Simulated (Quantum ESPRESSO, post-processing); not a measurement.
# puckered PAs, 1 layer: a series in strain along the second axis, part 7 of 7

Aim: how the results for puckered PAs, 1 layer change with strain along the second axis.

Quantum ESPRESSO 7.5; plane-wave DFT, PBE, GBRV ultrasoft pseudopotentials.

So far. Step 3 (Relaxing the ions, -4 %): The relaxation lowers the energy by 1 meV an atom. Step 6 (Band structure, -4 %): Along this path the valence top lies at Γ and the conduction bottom at Γ.

### Step 11. Relaxing the ions, 4 %

Contents of m8.relax.in:

```
&control
  prefix = 'm8.relax'
  outdir = './out'
  pseudo_dir = './pseudo'
  nstep = 40
  forc_conv_thr = 0.0003
  calculation = 'relax'
  tstress = .true.
/
&system
  ibrav = 0
  nat = 4
  ntyp = 2
  ecutwfc = 50
  ecutrho = 250
  occupations = 'smearing'
  smearing = 'fd'
  degauss = 0.002
/
&electrons
  conv_thr = 1e-09
  mixing_beta = 0.4
  electron_maxstep = 120
  mixing_mode = 'plain'
/
&ions
/
ATOMIC_SPECIES
  P   30.9738  p_pbe_v1.5.uspp.F.UPF
  As  74.9216  as_pbe_v1.uspp.F.UPF
CELL_PARAMETERS angstrom
  4.69735889000000 0.00000000000000 0.00000000000000
  0.00000000000000 3.64697380840000 0.00000000000000
  0.00000000000000 0.00000000000000 17.36000000000000
ATOMIC_POSITIONS crystal
  P   0.079070297200 0.000000000000 0.437176016200
  As  0.420929702800 0.500000000000 0.432175094300
  As  0.920929702800 0.000000000000 0.567824905700
  P   0.579070297200 0.500000000000 0.562823983800
K_POINTS automatic
  8 8 1 0 0 0
```

The run is started by

```bash
OMP_NUM_THREADS=1 mpirun -n 4 pw.x -nk 4 -in m8.relax.in > m8.relax.out
```

Log:

```text
[banner, memory and clock lines left out]
Program PWSCF v.7.5 starts
[...]
Message from routine setup:
[...]
number of electrons       =        20.00
     number of Kohn-Sham states=           14
     kinetic-energy cutoff     =      50.0000  Ry
     charge density cutoff     =     250.0000  Ry
[...]
number of k points=    25  Fermi-Dirac smearing, width (Ry)=  0.0020
[...]
Dense  grid:   134035 G-vectors     FFT dimensions: (  48,  36, 180)
[...]
negative rho (up, down):  1.084E-04 0.000E+00
     Starting wfcs are   16 randomized atomic wfcs
[...]
negative rho (up, down):  1.784E-05 0.000E+00
[...]
estimated scf accuracy    <       0.06565504 Ry
[...]
negative rho (up, down):  4.549E-05 0.000E+00
[...]
estimated scf accuracy    <       0.01481713 Ry
[...]
negative rho (up, down):  8.921E-05 0.000E+00
[...]
estimated scf accuracy    <       0.00333973 Ry
[...]
negative rho (up, down):  1.080E-04 0.000E+00
[...]
estimated scf accuracy    <       0.00007318 Ry
[...]
negative rho (up, down):  1.202E-04 0.000E+00
[...]
estimated scf accuracy    <       0.00002245 Ry
[...]
negative rho (up, down):  1.278E-04 0.000E+00
[...]
estimated scf accuracy    <       0.00000223 Ry
[...]
negative rho (up, down):  1.322E-04 0.000E+00
[...]
estimated scf accuracy    <       0.00000032 Ry
[...]
negative rho (up, down):  1.352E-04 0.000E+00
[...]
estimated scf accuracy    <       0.00000013 Ry
[...]
negative rho (up, down):  1.370E-04 0.000E+00
[...]
estimated scf accuracy    <          5.5E-09 Ry
[...]
negative rho (up, down):  1.381E-04 0.000E+00
[...]
estimated scf accuracy    <          2.2E-09 Ry
[...]
negative rho (up, down):  1.398E-04 0.000E+00
[...]
the Fermi energy is    -1.1838 ev
!    total energy              =    -111.55173096 Ry
     estimated scf accuracy    <          1.9E-10 Ry
     smearing contrib. (-TS)   =      -0.00000000 Ry
     internal energy E=F+TS    =    -111.55173096 Ry
[...]
one-electron contribution =    -240.45023872 Ry
     hartree contribution      =     124.16016787 Ry
     xc contribution           =     -74.66277848 Ry
     ewald contribution        =      79.40111837 Ry
     convergence has been achieved in  11 iterations
     negative rho (up, down):  1.398E-04 0.000E+00
[...]
Total force =     0.011777     Total SCF correction =     0.000014
[...]
negative rho (up, down):  1.398E-04 0.000E+00
[...]
negative rho (up, down):  1.408E-04 0.000E+00
[...]
negative rho (up, down):  1.402E-04 0.000E+00
[...]
estimated scf accuracy    <       0.00000286 Ry
[...]
negative rho (up, down):  1.400E-04 0.000E+00
[...]
estimated scf accuracy    <       0.00000068 Ry
[...]
negative rho (up, down):  1.399E-04 0.000E+00
[...]
estimated scf accuracy    <       0.00000006 Ry
[...]
negative rho (up, down):  1.399E-04 0.000E+00
[...]
estimated scf accuracy    <          7.0E-09 Ry
[...]
negative rho (up, down):  1.399E-04 0.000E+00
[...]
the Fermi energy is    -1.1791 ev
!    total energy              =    -111.55184936 Ry
     estimated scf accuracy    <          9.4E-10 Ry
     smearing contrib. (-TS)   =      -0.00000000 Ry
     internal energy E=F+TS    =    -111.55184936 Ry
[...]
one-electron contribution =    -240.61750378 Ry
     hartree contribution      =     124.24001252 Ry
     xc contribution           =     -74.66791149 Ry
     ewald contribution        =      79.49355338 Ry
     convergence has been achieved in   5 iterations
     negative rho (up, down):  1.399E-04 0.000E+00
[...]
Total force =     0.008341     Total SCF correction =     0.000017
[...]
negative rho (up, down):  1.399E-04 0.000E+00
[...]
negative rho (up, down):  1.410E-04 0.000E+00
[...]
negative rho (up, down):  1.404E-04 0.000E+00
[...]
estimated scf accuracy    <       0.00000348 Ry
[...]
negative rho (up, down):  1.401E-04 0.000E+00
[...]
estimated scf accuracy    <       0.00000083 Ry
[...]
negative rho (up, down):  1.401E-04 0.000E+00
[...]
estimated scf accuracy    <       0.00000007 Ry
[...]
negative rho (up, down):  1.400E-04 0.000E+00
[...]
estimated scf accuracy    <          8.8E-09 Ry
[...]
negative rho (up, down):  1.400E-04 0.000E+00
[...]
estimated scf accuracy    <          1.1E-09 Ry
[...]
negative rho (up, down):  1.400E-04 0.000E+00
[...]
estimated scf accuracy    <          1.1E-10 Ry
[...]
negative rho (up, down):  1.400E-04 0.000E+00
[...]
the Fermi energy is    -1.1756 ev
!    total energy              =    -111.55193261 Ry
     estimated scf accuracy    <          9.1E-12 Ry
     smearing contrib. (-TS)   =      -0.00000000 Ry
     internal energy E=F+TS    =    -111.55193261 Ry
[...]
one-electron contribution =    -240.82108483 Ry
     hartree contribution      =     124.33758153 Ry
     xc contribution           =     -74.67374367 Ry
     ewald contribution        =      79.60531435 Ry
     convergence has been achieved in   7 iterations
     negative rho (up, down):  1.400E-04 0.000E+00
[...]
Total force =     0.004694     Total SCF correction =     0.000005
[...]
negative rho (up, down):  1.400E-04 0.000E+00
[...]
negative rho (up, down):  1.416E-04 0.000E+00
[...]
negative rho (up, down):  1.407E-04 0.000E+00
[...]
estimated scf accuracy    <       0.00000582 Ry
[...]
negative rho (up, down):  1.404E-04 0.000E+00
[...]
estimated scf accuracy    <       0.00000142 Ry
[...]
negative rho (up, down):  1.403E-04 0.000E+00
[...]
estimated scf accuracy    <       0.00000011 Ry
[...]
negative rho (up, down):  1.403E-04 0.000E+00
[...]
estimated scf accuracy    <       0.00000002 Ry
[...]
negative rho (up, down):  1.403E-04 0.000E+00
[...]
estimated scf accuracy    <          1.7E-09 Ry
[...]
negative rho (up, down):  1.403E-04 0.000E+00
[...]
estimated scf accuracy    <          2.0E-10 Ry
[...]
negative rho (up, down):  1.404E-04 0.000E+00
[...]
estimated scf accuracy    <          2.4E-11 Ry
[...]
negative rho (up, down):  1.404E-04 0.000E+00
[...]
the Fermi energy is    -1.1733 ev
!    total energy              =    -111.55197159 Ry
     estimated scf accuracy    <          8.2E-12 Ry
     smearing contrib. (-TS)   =      -0.00000000 Ry
     internal energy E=F+TS    =    -111.55197159 Ry
[...]
one-electron contribution =    -241.11494850 Ry
     hartree contribution      =     124.47897666 Ry
     xc contribution           =     -74.68153488 Ry
     ewald contribution        =      79.76553513 Ry
     convergence has been achieved in   8 iterations
     negative rho (up, down):  1.404E-04 0.000E+00
[...]
Total force =     0.001043     Total SCF correction =     0.000006
[...]
negative rho (up, down):  1.404E-04 0.000E+00
[...]
negative rho (up, down):  1.404E-04 0.000E+00
[...]
negative rho (up, down):  1.404E-04 0.000E+00
[...]
estimated scf accuracy    <       0.00000002 Ry
[...]
negative rho (up, down):  1.404E-04 0.000E+00
[...]
estimated scf accuracy    <          4.6E-09 Ry
[...]
negative rho (up, down):  1.404E-04 0.000E+00
[...]
estimated scf accuracy    <          3.3E-10 Ry
[...]
negative rho (up, down):  1.404E-04 0.000E+00
[...]
estimated scf accuracy    <          5.8E-11 Ry
[...]
negative rho (up, down):  1.404E-04 0.000E+00
[...]
the Fermi energy is    -1.1750 ev
!    total energy              =    -111.55197251 Ry
     estimated scf accuracy    <          3.4E-12 Ry
     smearing contrib. (-TS)   =      -0.00000000 Ry
     internal energy E=F+TS    =    -111.55197251 Ry
[...]
one-electron contribution =    -241.14236900 Ry
     hartree contribution      =     124.49248863 Ry
     xc contribution           =     -74.68187713 Ry
     ewald contribution        =      79.77978499 Ry
     convergence has been achieved in   5 iterations
     negative rho (up, down):  1.404E-04 0.000E+00
[...]
Total force =     0.000744     Total SCF correction =     0.000001
[...]
negative rho (up, down):  1.404E-04 0.000E+00
[...]
negative rho (up, down):  1.404E-04 0.000E+00
[...]
negative rho (up, down):  1.404E-04 0.000E+00
[...]
estimated scf accuracy    <       0.00000002 Ry
[...]
negative rho (up, down):  1.404E-04 0.000E+00
[...]
estimated scf accuracy    <          5.0E-09 Ry
[...]
negative rho (up, down):  1.404E-04 0.000E+00
[...]
estimated scf accuracy    <          2.8E-10 Ry
[...]
negative rho (up, down):  1.404E-04 0.000E+00
[...]
estimated scf accuracy    <          6.2E-11 Ry
[...]
negative rho (up, down):  1.404E-04 0.000E+00
[...]
the Fermi energy is    -1.1768 ev
!    total energy              =    -111.55197318 Ry
     estimated scf accuracy    <          8.0E-12 Ry
     smearing contrib. (-TS)   =      -0.00000000 Ry
     internal energy E=F+TS    =    -111.55197318 Ry
[...]
one-electron contribution =    -241.16800856 Ry
     hartree contribution      =     124.50515201 Ry
     xc contribution           =     -74.68216275 Ry
     ewald contribution        =      79.79304613 Ry
     convergence has been achieved in   5 iterations
     negative rho (up, down):  1.404E-04 0.000E+00
[...]
Total force =     0.000463     Total SCF correction =     0.000003
[...]
negative rho (up, down):  1.404E-04 0.000E+00
[...]
```

Run time: 1.8 min. Hardware: 4 MPI ranks of AMD EPYC 9R14 (Zen 4), shared host; peak memory 0.97 GiB.

Relaxation path:

| step | energy less that of the first step (eV) | largest force (eV/Å) |
| --- | --- | --- |
| 1 | 0.0000 | 0.1573 |
| 2 | -0.0016 | 0.1127 |
| 3 | -0.0027 | 0.0653 |
| 4 | -0.0033 | 0.0168 |
| 5 | -0.0033 | 0.0124 |
| 6 | -0.0033 | 0.0079 |

The atoms that moved most (Å):

| atom | dx | dy | dz | length |
| --- | --- | --- | --- | --- |
| As2 | -0.009 | 0.000 | 0.007 | 0.012 |
| As3 | -0.009 | 0.000 | -0.007 | 0.012 |
| P4 | 0.009 | 0.000 | -0.004 | 0.010 |
| P1 | 0.009 | 0.000 | 0.004 | 0.010 |

The relaxed structure:

```xyz
4
Lattice="4.6974 0.0000 0.0000 0.0000 3.6470 0.0000 0.0000 0.0000 17.3600" Properties=species:S:1:pos:R:3
P     0.3808    0.0000    7.5933
As    1.9679    1.8235    7.5096
As    4.3166    0.0000    9.8504
P     2.7294    1.8235    9.7667
```

Read from the output:

* free energy: -1517.7419 eV
* Fermi energy: -1.177 eV

### Step 12. Ground state, 4 %

Contents of m8.scf.in:

```
&control
  prefix = 'm8.scf'
  outdir = './out'
  pseudo_dir = './pseudo'
  calculation = 'scf'
  tprnfor = .true.
/
&system
  ibrav = 0
  nat = 4
  ntyp = 2
  ecutwfc = 40
  ecutrho = 200
  occupations = 'smearing'
  smearing = 'fd'
  degauss = 0.002
  nbnd = 14
/
&electrons
  conv_thr = 1e-09
  mixing_beta = 0.4
  electron_maxstep = 120
  mixing_mode = 'plain'
/
ATOMIC_SPECIES
  P   30.9738  p_pbe_v1.5.uspp.F.UPF
  As  74.9216  as_pbe_v1.uspp.F.UPF
CELL_PARAMETERS angstrom
  4.69735889000000 0.00000000000000 0.00000000000000
  0.00000000000000 3.64697380840000 0.00000000000000
  0.00000000000000 0.00000000000000 17.36000000000000
ATOMIC_POSITIONS crystal
  P   0.081057754700 0.000000000000 0.437402667800
  As  0.418942245300 0.500000000000 0.432582561800
  As  0.918942245300 0.000000000000 0.567417438200
  P   0.581057754700 0.500000000000 0.562597332200
K_POINTS automatic
  8 8 1 0 0 0
```

The run is started by

```bash
OMP_NUM_THREADS=1 mpirun -n 4 pw.x -nk 4 -in m8.scf.in > m8.scf.out
```

Log:

```text
[banner, memory and clock lines left out]
Program PWSCF v.7.5 starts
[...]
Message from routine setup:
[...]
number of electrons       =        20.00
     number of Kohn-Sham states=           14
     kinetic-energy cutoff     =      40.0000  Ry
     charge density cutoff     =     200.0000  Ry
[...]
number of k points=    25  Fermi-Dirac smearing, width (Ry)=  0.0020
[...]
Dense  grid:    95803 G-vectors     FFT dimensions: (  40,  32, 150)
[...]
negative rho (up, down):  1.347E-04 0.000E+00
     Starting wfcs are   16 randomized atomic wfcs
[...]
negative rho (up, down):  2.058E-04 0.000E+00
[...]
estimated scf accuracy    <       0.06617329 Ry
[...]
negative rho (up, down):  2.607E-04 0.000E+00
[...]
estimated scf accuracy    <       0.01495861 Ry
[...]
negative rho (up, down):  3.131E-04 0.000E+00
[...]
estimated scf accuracy    <       0.00326825 Ry
[...]
negative rho (up, down):  3.230E-04 0.000E+00
[...]
estimated scf accuracy    <       0.00007395 Ry
[...]
negative rho (up, down):  3.296E-04 0.000E+00
[...]
estimated scf accuracy    <       0.00001970 Ry
[...]
negative rho (up, down):  3.343E-04 0.000E+00
[...]
estimated scf accuracy    <       0.00000160 Ry
[...]
negative rho (up, down):  3.364E-04 0.000E+00
[...]
estimated scf accuracy    <       0.00000023 Ry
[...]
negative rho (up, down):  3.388E-04 0.000E+00
[...]
estimated scf accuracy    <       0.00000014 Ry
[...]
negative rho (up, down):  3.400E-04 0.000E+00
[...]
estimated scf accuracy    <          3.6E-09 Ry
[...]
negative rho (up, down):  3.409E-04 0.000E+00
[...]
estimated scf accuracy    <          2.8E-09 Ry
[...]
negative rho (up, down):  3.421E-04 0.000E+00
[...]
the Fermi energy is    -1.1769 ev
!    total energy              =    -111.55175216 Ry
     estimated scf accuracy    <          8.3E-11 Ry
     smearing contrib. (-TS)   =      -0.00000000 Ry
     internal energy E=F+TS    =    -111.55175216 Ry
[...]
one-electron contribution =    -241.16577697 Ry
     hartree contribution      =     124.50468165 Ry
     xc contribution           =     -74.68370296 Ry
     ewald contribution        =      79.79304611 Ry
     convergence has been achieved in  11 iterations
     negative rho (up, down):  3.421E-04 0.000E+00
[...]
Total force =     0.000479     Total SCF correction =     0.000008
[...]
```

Run time: 17 s. Hardware: 4 MPI ranks; peak memory 0.55 GiB; 69 s of CPU time.

Read from the output:

```
free energy                          : -1517.7389 eV
valence top, on the run's zero       : -1.678 eV
conduction bottom, on the run's zero : -0.6535 eV
gap by band count                    : 1.025 eV
```

### Step 13. The series side by side

The series in one table, energies over the lowest:

| strain along the second axis | energy (eV) | gap along the path (eV) | upper vacuum level over the valence top of the mesh (eV) | lower vacuum level over that top (eV) |
| --- | --- | --- | --- | --- |
| -4 % | 0.0715 | 0.7067 | 4.838 | 4.838 |
| -3 % | 0.0392 | 0.7572 | 4.841 | 4.841 |
| -2 % | 0.0169 | 0.8119 | 4.848 | 4.848 |
| -1 % | 0.0041 | 0.8662 | 4.856 | 4.856 |
| 0 % | 0.0000 | 0.921 | 4.865 | 4.865 |
| 1 % | 0.0039 | 0.9777 | 4.877 | 4.876 |
| 2 % | 0.0153 | 1.038 | 4.89 | 4.89 |
| 3 % | 0.0336 | 1.101 | 4.906 | 4.906 |
| 4 % | 0.0582 | 0.9987 | 4.923 | 4.922 |

### Step 14. By hand

A parabola through the energies within ±2 % has E = 40.36 eV × ε² -0.034 eV × ε; for the curvature, over A = 16.472 Å² this is 40.36 × 2/16.472 × 16.02 = 79 N/m.

### Step 15. Summary of results

| Quantity | Value |
| --- | --- |
| in-plane stiffness along the strain | 79 N/m |
| gap along the path, at -4 % and at 4 % | 0.71, 1.00 eV |
| upper vacuum level over the valence top of the mesh, at -4 % and at 4 % | 4.84, 4.92 eV |
| lower vacuum level over that top, at -4 % and at 4 % | 4.84, 4.92 eV |

**Reading.** The series holds 9 members; in-plane stiffness along the strain: 79 N/m (PBE, GBRV ultrasoft). The energy is lowest near zero strain. From -4 % to 4 % the gap along the path goes from 0.71 to 1.00 eV by way of 1.10 at 3 %. From -4 % to 4 % the upper vacuum level over the valence top of the mesh rises from 4.84 to 4.92 eV. From -4 % to 4 % the lower vacuum level over that top rises from 4.84 to 4.92 eV. Semilocal gaps are too small; the 1×1 cell can't ripple over many cells under compression as a free sheet would. No spin-orbit coupling.

[Logs are printed without paths, hosts, clocks, repeated set-up lines and the standing remarks that a program may print on its own settings, such as how far it seeks lower states.]

[Hosts, paths, dates, database ids (printed as entryN), source tags and the programs' standing remarks are cut or masked in the printed files.]

[Maps of the electrostatic potential energy from Ansatz leave out the sawtooth potential of an applied field or a dipole correction, so their vacuum need not be flat; planar profiles and work functions include it.]
